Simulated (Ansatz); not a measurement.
## BiN (model cell, started as CsCl type): relaxing the cell for a phonon run

Wanted: the relaxed cell of BiN (model cell, started as CsCl type).

Program: Ansatz 0.2.0. Level of theory: DFT PBEsol, scalar-relativistic, plane waves, PAW. Results are calculated unless marked as measured.

The structure was built from a prototype and need not be the compound's stable phase.

## (1) Starting point

The structure is cubic, space group Pm-3m (No. 221). Conventional cell: a = 2.990 Å, b = 2.990 Å, c = 2.990 Å, α = 90.00°, β = 90.00°, γ = 90.00°. Nearest to Bi lie 8 N at 2.59 Å. Nearest to N lie 8 Bi at 2.59 Å. Farther neighbours and most contacts between anions are not listed.

## (2) Probe on a coarse mesh

A quick single point on a coarse mesh tells whether the cell has a gap and how far it is from rest, which sets the k mesh and smearing that follow.

Input file input.yaml:

```yaml
crystal:
  lattice:
    - [2.99021, 0.0, 0.0]
    - [0.0, 2.99021, 0.0]
    - [0.0, 0.0, 2.99021]
  atoms:
    - { symbol: Bi, position: [0.0, 0.0, 0.0] }
    - { symbol: "N", position: [0.5, 0.5, 0.5] }
kpoints:
  mp_grid: { grid: [6, 6, 6] }
hamiltonian:
  xc: pbesol
scf:
  occupations: { method: gaussian, width: 0.1 }
output:
  forces: true
  stress: true
  eigenvalues: true
```

Started as:

```bash
$ ansatz run input.yaml --threads 4 --pin off --max-ram 7168MiB --backend cpu --events-out ev --progress --plain --runs-dir out
```

Numbers of over 12 decimals in the logs are rounded to 6 here.

The log of the run:

```text
Engine: ansatz 0.2.0, aarch64-unknown-linux-gnu
Pseudopotentials: kind: paw
Pseudopotential: Bi, paw, valence charge 15, recommended cutoff 420 eV (normal), Bi.paw.azcp
Pseudopotential: N, paw, valence charge 5, recommended cutoff 420 eV (normal), N.paw.azcp
Functional definition: PBEsol
  exchange = pbesol_x
  correlation = pbesol_c
Crystal: 2 atoms, lattice volume = 26.737 Å³
[...]
--- Band table (eV; the first three rows and the last of 20) ---
  k-point 0: bands = [... 6 lower, 9.4633, 14.5924, 14.5924, 14.5924, 24.6958, 24.6958, 25.7888, 25.7888]
  k-point 1: bands = [... 6 lower, 8.4054, 14.7361, 14.9706, 14.9706, 22.5639, 24.8866, 25.1906, 25.1906]
  k-point 2: bands = [... 6 lower, 5.9921, 15.3657, 15.8695, 15.8695, 19.6837, 23.7418, 23.7418, 25.4168]
  k-point 19: bands = [... 6 lower, 10.7289, 13.9251, 13.9251, 13.9251, 14.7614, 14.7614, 14.7614, 32.1360]
[key lines of the parts left out:]
SCF converged after 6 iterations
Free energy (F): -12617.718725 eV
Fermi energy:    17.195164 eV
P = ⅓ Tr σ = 26.0269 GPa (260.269 kbar)
```

The job ended after 0.33 s (4 threads of Arm Neoverse V2, shared host; peak memory 0.27 GiB).

Numbers from this step:

* pressure: 26.03 GPa
* volume per atom: 13.37 Å³
* gap on the k-mesh: 0 eV

The coarse mesh shows no gap and a pressure of 26.0 GPa.

## (3) Coarse relaxation

The start is far from rest, so a relaxation with loose tolerances brings it close first.

input.yaml, as its differences from that of step 2:

```diff
@@ -18 +18,6 @@
   eigenvalues: true
+relax:
+  adjacent_minimum: "off"
+  f_tol: 0.05
+  max_steps: 80
+  cell: { stress_tol: 0.5 }
```

The log of the run:

```text
[...]
Crystal: 2 atoms, lattice volume = 26.737 Å³
Basis set: ecut = 420 eV, 485 PW (Γ), exchange–correlation on 40×40×40 points (8 copies of the dense FFT grid, shifted against one another)
Bands: 14, of which v1, the nominal top of the filled ones, is band 10 counted from 1 (9 counted from 0)
Symmetry: 48 space group operations
[...]
k-points: 20 of 216
[...]
--- Relaxed structure (3 steps of the walk, 3 accepted, 2 SCFs on fresh bases) ---
  F+E_penalty+E_count = -12618.01773327 eV   max|allowed force component| = 1.348e-30 eV/Å   (the final SCF, on the basis selected at the relaxed cell)
  cell:  # Å, volume = 30.8780 Å³
    - [3.137256, 0, 0.0]
    - [0, 3.137256, 0.0]
    - [0, 0.0, 3.137256]
  atoms:
    - { symbol: Bi, position: [0, 0, 0] }
    - { symbol: N, position: [0.5, 0.5, 0.5] }
[key lines of the parts left out:]
SCF converged after 7 iterations
Free energy (F): -12618.017733 eV
Fermi energy:    14.119067 eV
P = ⅓ Tr σ = 0.1646 GPa (1.646 kbar)
```

Elapsed: 1.3 s, on 4 threads; peak memory 0.28 GiB; 3.9 s of CPU time.

Step by step:

```csv
step,energy less that of the first step (eV),largest force component (eV/Å),pressure (GPa),volume (Å³)
1,0.0000,0.0000,26.03,26.74
2,-0.2810,0.0000,-0.03,30.76
3*,-0.2986,0.0000,0.69,30.76
4,-0.2987,0.0000,0.16,30.88
5*,-0.2990,0.0000,0.16,30.88
```

Relaxation steps marked * repeat the geometry before them on a plane-wave basis chosen anew for their cell, so energy and pressure can jump there.

The run keeps the 48 symmetry operations that it works with, so distortions that break them were not tested.

| conventional cell, symmetrised | before | after | change |
| --- | --- | --- | --- |
| a (Å) | 2.990 | 3.137 | +4.9 % |
| b (Å) | 2.990 | 3.137 | +4.9 % |
| c (Å) | 2.990 | 3.137 | +4.9 % |
| volume (Å³/atom) | 13.37 | 15.44 | +15.5 % |

Final coordinates:

```
Bi N
1.0
     3.13726    0.00000    0.00000
     0.00000    3.13726    0.00000
     0.00000    0.00000    3.13726
Bi N
1 1
Direct
  0.00000 0.00000 0.00000
  0.50000 0.50000 0.50000
```

Numbers from this step:

```
pressure        : 0.1646 GPa
volume per atom : 15.44 Å³
```

In this step the volume went from 13.37 to 15.44 Å³/atom.

## (4) Relaxation

Harmonic phonons are second derivatives at a point where the forces vanish, and they are wanted at zero stress, so atoms and cell are relaxed first.

input.yaml, the sections that differ from step 3:

```yaml
crystal:
  lattice:
    - [3.1372557429, 0.0, 0.0]
    - [0.0, 3.1372557429, 0.0]
    - [0.0, 0.0, 3.1372557429]
  atoms:
    - { symbol: Bi, position: [0.0, 0.0, 0.0] }
    - { symbol: "N", position: [0.5, 0.5, 0.5] }
kpoints:
  mp_grid: { grid: [14, 14, 14] }
relax:
  adjacent_minimum: "off"
  f_tol: 0.005
  max_steps: 80
  cell: { stress_tol: 0.05 }
# hamiltonian, scf, output: as in step 3
```

The log of the run:

```text
[...]
Crystal: 2 atoms, lattice volume = 30.878 Å³
Basis set: ecut = 420 eV, 619 PW (Γ), exchange–correlation on 48×48×48 points (8 copies of the dense FFT grid, shifted against one another)
Bands: 14, of which v1, the nominal top of the filled ones, is band 10 counted from 1 (9 counted from 0)
Symmetry: 48 space group operations
[...]
k-points: 120 of 2744
[...]
SCF iter   1: F=—  HF=-12618.037378 eV  |F-HF|=—  |Δ(HF+E_count)|=         —  Δρ=1.69e-2  dr2=1.15e-1  ethr=1.77e-3  ⟨swp⟩=5.0  Hψ=8612  notcnv=0
[...]
SCF iter   6: F=-12618.014380 eV  HF=-12618.014380 eV  |F-HF|=7.94e-9  |Δ(HF+E_count)|=   2.44e-7  Δρ=7.42e-6  dr2=1.13e-8  ethr=5.00e-10  ⟨swp⟩=4.5  Hψ=8175  notcnv=0
SCF 1 converged in 6 iterations: F = -12618.014380 eV  dr2 = 1.13e-8
[...]
relax step   1: F+E_penalty+E_count = -12618.01438023 eV  Δ(F+E_penalty+E_count) = +0.000e0 eV  max|allowed force component| = 3.550e-30 eV/Å  Δτ_max = 0.0000 Å  P = +0.189 GPa  Ω = 30.878 Å³  (6 SCF iters, dr2 threshold 1.00e-7 eV, accepted)
Crystal: 2 atoms, lattice volume = 31.014 Å³
[...]
SCF iter   6: F=-12618.014010 eV  HF=-12618.014010 eV  |F-HF|=7.28e-12  |Δ(HF+E_count)|=  1.49e-10  Δρ=5.23e-8  dr2=3.55e-13  ethr=1.00e-12  ⟨swp⟩=1.0  Hψ=4373  notcnv=0
SCF 2 converged in 6 iterations: F = -12618.014010 eV  dr2 = 3.55e-13
relax step   2: F+E_penalty+E_count = -12618.01400990 eV  Δ(F+E_penalty+E_count) = +3.703e-4 eV  max|allowed force component| = 6.048e-30 eV/Å  Δτ_max = 0.0000 Å  P = -0.382 GPa  Ω = 31.014 Å³  energy of the carried Pulay correction = -2.875e-4 eV  (6 SCF iters, dr2 threshold 8.96e-8 eV, rejected (line search))
Crystal: 2 atoms, lattice volume = 30.923 Å³
[...]
SCF iter   6: F=-12618.014311 eV  HF=-12618.014311 eV  |F-HF|=3.64e-12  |Δ(HF+E_count)|=  8.73e-11  Δρ=5.52e-8  dr2=5.18e-13  ethr=1.00e-12  ⟨swp⟩=6.0  Hψ=7553  notcnv=0
SCF 3 converged in 6 iterations: F = -12618.014311 eV  dr2 = 5.18e-13
relax step   3: F+E_penalty+E_count = -12618.01431134 eV  Δ(F+E_penalty+E_count) = +6.889e-5 eV  max|allowed force component| = 1.183e-30 eV/Å  Δτ_max = 0.0000 Å  P = -0.001 GPa  Ω = 30.923 Å³  energy of the carried Pulay correction = -9.510e-5 eV  (6 SCF iters, accepted)
[...]
SCF iter   6: F=-12618.014418 eV  HF=-12618.014418 eV  |F-HF|=5.46e-12  |Δ(HF+E_count)|=    0.00e0  Δρ=1.22e-8  dr2=9.94e-15  ethr=1.00e-12  ⟨swp⟩=4.2  Hψ=7104  notcnv=0
SCF 4 converged in 6 iterations: F = -12618.014418 eV  dr2 = 9.94e-15
relax step   4: F+E_penalty+E_count = -12618.01441776 eV  Δ(F+E_penalty+E_count) = -1.064e-4 eV  max|allowed force component| = 1.578e-30 eV/Å  Δτ_max = 0.0000 Å  P = +0.003 GPa  Ω = 30.923 Å³  stress off target by 3.12e-3 GPa  SCF on the basis re-selected at this cell (its energy is not comparable with the rows above)  (6 SCF iters)
[...]
SCF converged after 6 iterations
Free energy (F): -12618.014418 eV
[...]
Internal energy: -12618.009105 eV  (E = F + TS)
E sigma→0 (E₀):  -12618.011761 eV
Entropy (-TS):   -0.005313 eV (-2.656 meV/atom)
Fermi energy:    14.092628 eV
[...]
--- Stress (GPa, compression-positive) ---
        0.003117      -0.000000       0.000000
       -0.000000       0.003117       0.000000
        0.000000       0.000000       0.003117
  P = ⅓ Tr σ = 0.0031 GPa (0.031 kbar)
--- Band table (eV; the first three rows and the last of 120) ---
  k-point 0: bands = [... 6 lower, 5.8586, 12.1036, 12.1036, 12.1036, 21.3852, 21.3852, 21.3852, 21.3955]
  k-point 1: bands = [... 6 lower, 5.7301, 12.0691, 12.1638, 12.1638, 20.2714, 21.3024, 21.3024, 21.4418]
  k-point 2: bands = [... 6 lower, 5.3503, 12.0063, 12.3386, 12.3386, 19.0941, 21.0555, 21.0555, 21.5807]
  k-point 119: bands = [... 6 lower, 6.8887, 11.4872, 11.4872, 11.4872, 12.1435, 12.1435, 12.1435, 27.6272]
--- Relaxed structure (3 steps of the walk, 2 accepted, 1 SCFs on fresh bases) ---
[...]
cell:  # Å, volume = 30.9228 Å³
    - [3.138772, 0.0, 0]
    - [0.0, 3.138772, 0]
    - [0.0, 0, 3.138772]
  atoms:
    - { symbol: Bi, position: [0, 0, 0] }
    - { symbol: N, position: [0.5, 0.5, 0.5] }
```

It took 3.5 s on 4 threads; peak memory 0.36 GiB; 12 s of CPU time.

Little changed from the start: no atom moved by 0.005 Å and no cell edge by 0.1 %.

This step gave:

| Quantity | Value |
| --- | --- |
| pressure | 0.003117 GPa |
| volume per atom | 15.46 Å³ |

In this step the volume went from 15.44 to 15.46 Å³/atom.

## (5) Relaxing to small forces for the phonons

Phonons need a cell at rest on their own settings, so the relaxation is repeated with tight tolerances on forces and stress on the k mesh and occupations of the first response run.

Input file input.yaml:

```yaml
crystal:
  lattice:
    - [3.1387719391, 0.0, 0.0]
    - [0.0, 3.1387719391, 0.0]
    - [0.0, 0.0, 3.1387719391]
  atoms:
    - { symbol: Bi, position: [0.0, 0.0, 0.0] }
    - { symbol: "N", position: [0.5, 0.5, 0.5] }
kpoints:
  mp_grid: { grid: [16, 16, 16] }
hamiltonian:
  xc: pbesol
scf:
  occupations: { method: methfessel_paxton, width: 0.2 }
output:
  forces: true
  stress: true
  eigenvalues: true
relax:
  adjacent_minimum: "off"
  f_tol: 0.001
  max_steps: 60
  cell: { stress_tol: 0.01 }
```

The log of the run:

```text
[...]
Crystal: 2 atoms, lattice volume = 30.923 Å³
Basis set: ecut = 420 eV, 619 PW (Γ), exchange–correlation on 48×48×48 points (8 copies of the dense FFT grid, shifted against one another)
Bands: 14, of which v1, the nominal top of the filled ones, is band 10 counted from 1 (9 counted from 0)
Symmetry: 48 space group operations
[...]
k-points: 165 of 4096
[...]
k-point 164: bands = [... 6 lower, 6.9238, 11.4893, 11.4893, 11.4893, 12.1666, 12.1666, 12.1666, 27.6492]
--- Relaxed structure (3 steps of the walk, 2 accepted, 1 SCFs on fresh bases) ---
[...]
cell:  # Å, volume = 30.8874 Å³
    - [3.137573, 0, 0]
    - [0, 3.137573, 0.0]
    - [0, 0.0, 3.137573]
  atoms:
    - { symbol: Bi, position: [0, 0, 0] }
    - { symbol: N, position: [0.5, 0.5, 0.5] }
[key lines of the parts left out:]
SCF converged after 4 iterations
Free energy (F): -12618.014531 eV
Fermi energy:    14.075435 eV
P = ⅓ Tr σ = -0.0042 GPa (-0.042 kbar)
```

The job ended after 4.6 s (4 threads; peak memory 0.38 GiB).

Little changed from the start: no atom moved by 0.005 Å and no cell edge by 0.1 %.

Numbers from this step:

| Item | Value |
| --- | --- |
| pressure | -0.004173 GPa |
| volume per atom | 15.44 Å³ |

The forces vanish by symmetry and the pressure is -0.004 GPa, within the tolerances set. The cell now holds 15.44 Å³/atom.

## (6) Summary of results

- space group after relaxation (within 0.01 Å): Pm-3m
- lattice constant a: 3.138 Å
- lattice constant b: 3.138 Å
- lattice constant c: 3.138 Å
- volume per atom: 15.4 Å³

**Reading.** The forces vanish by symmetry and the pressure is -0.004 GPa, within the tolerances set. The cell now holds 15.44 Å³/atom. The relaxation keeps the symmetry of its start, so it says nothing on stability against lower symmetry. Spin-orbit coupling is left out, which can matter for the heavy elements here. The starting cell was built on a prototype and not taken from a measurement, so the phase need not exist.

[Logs are printed without paths, hosts, clocks, repeated set-up lines and the standing remarks that a program may print on its own settings, such as how far it seeks lower states.]

[Hosts, paths, dates, database ids (printed as entryN), source tags and the programs' standing remarks are cut or masked in the printed files.]
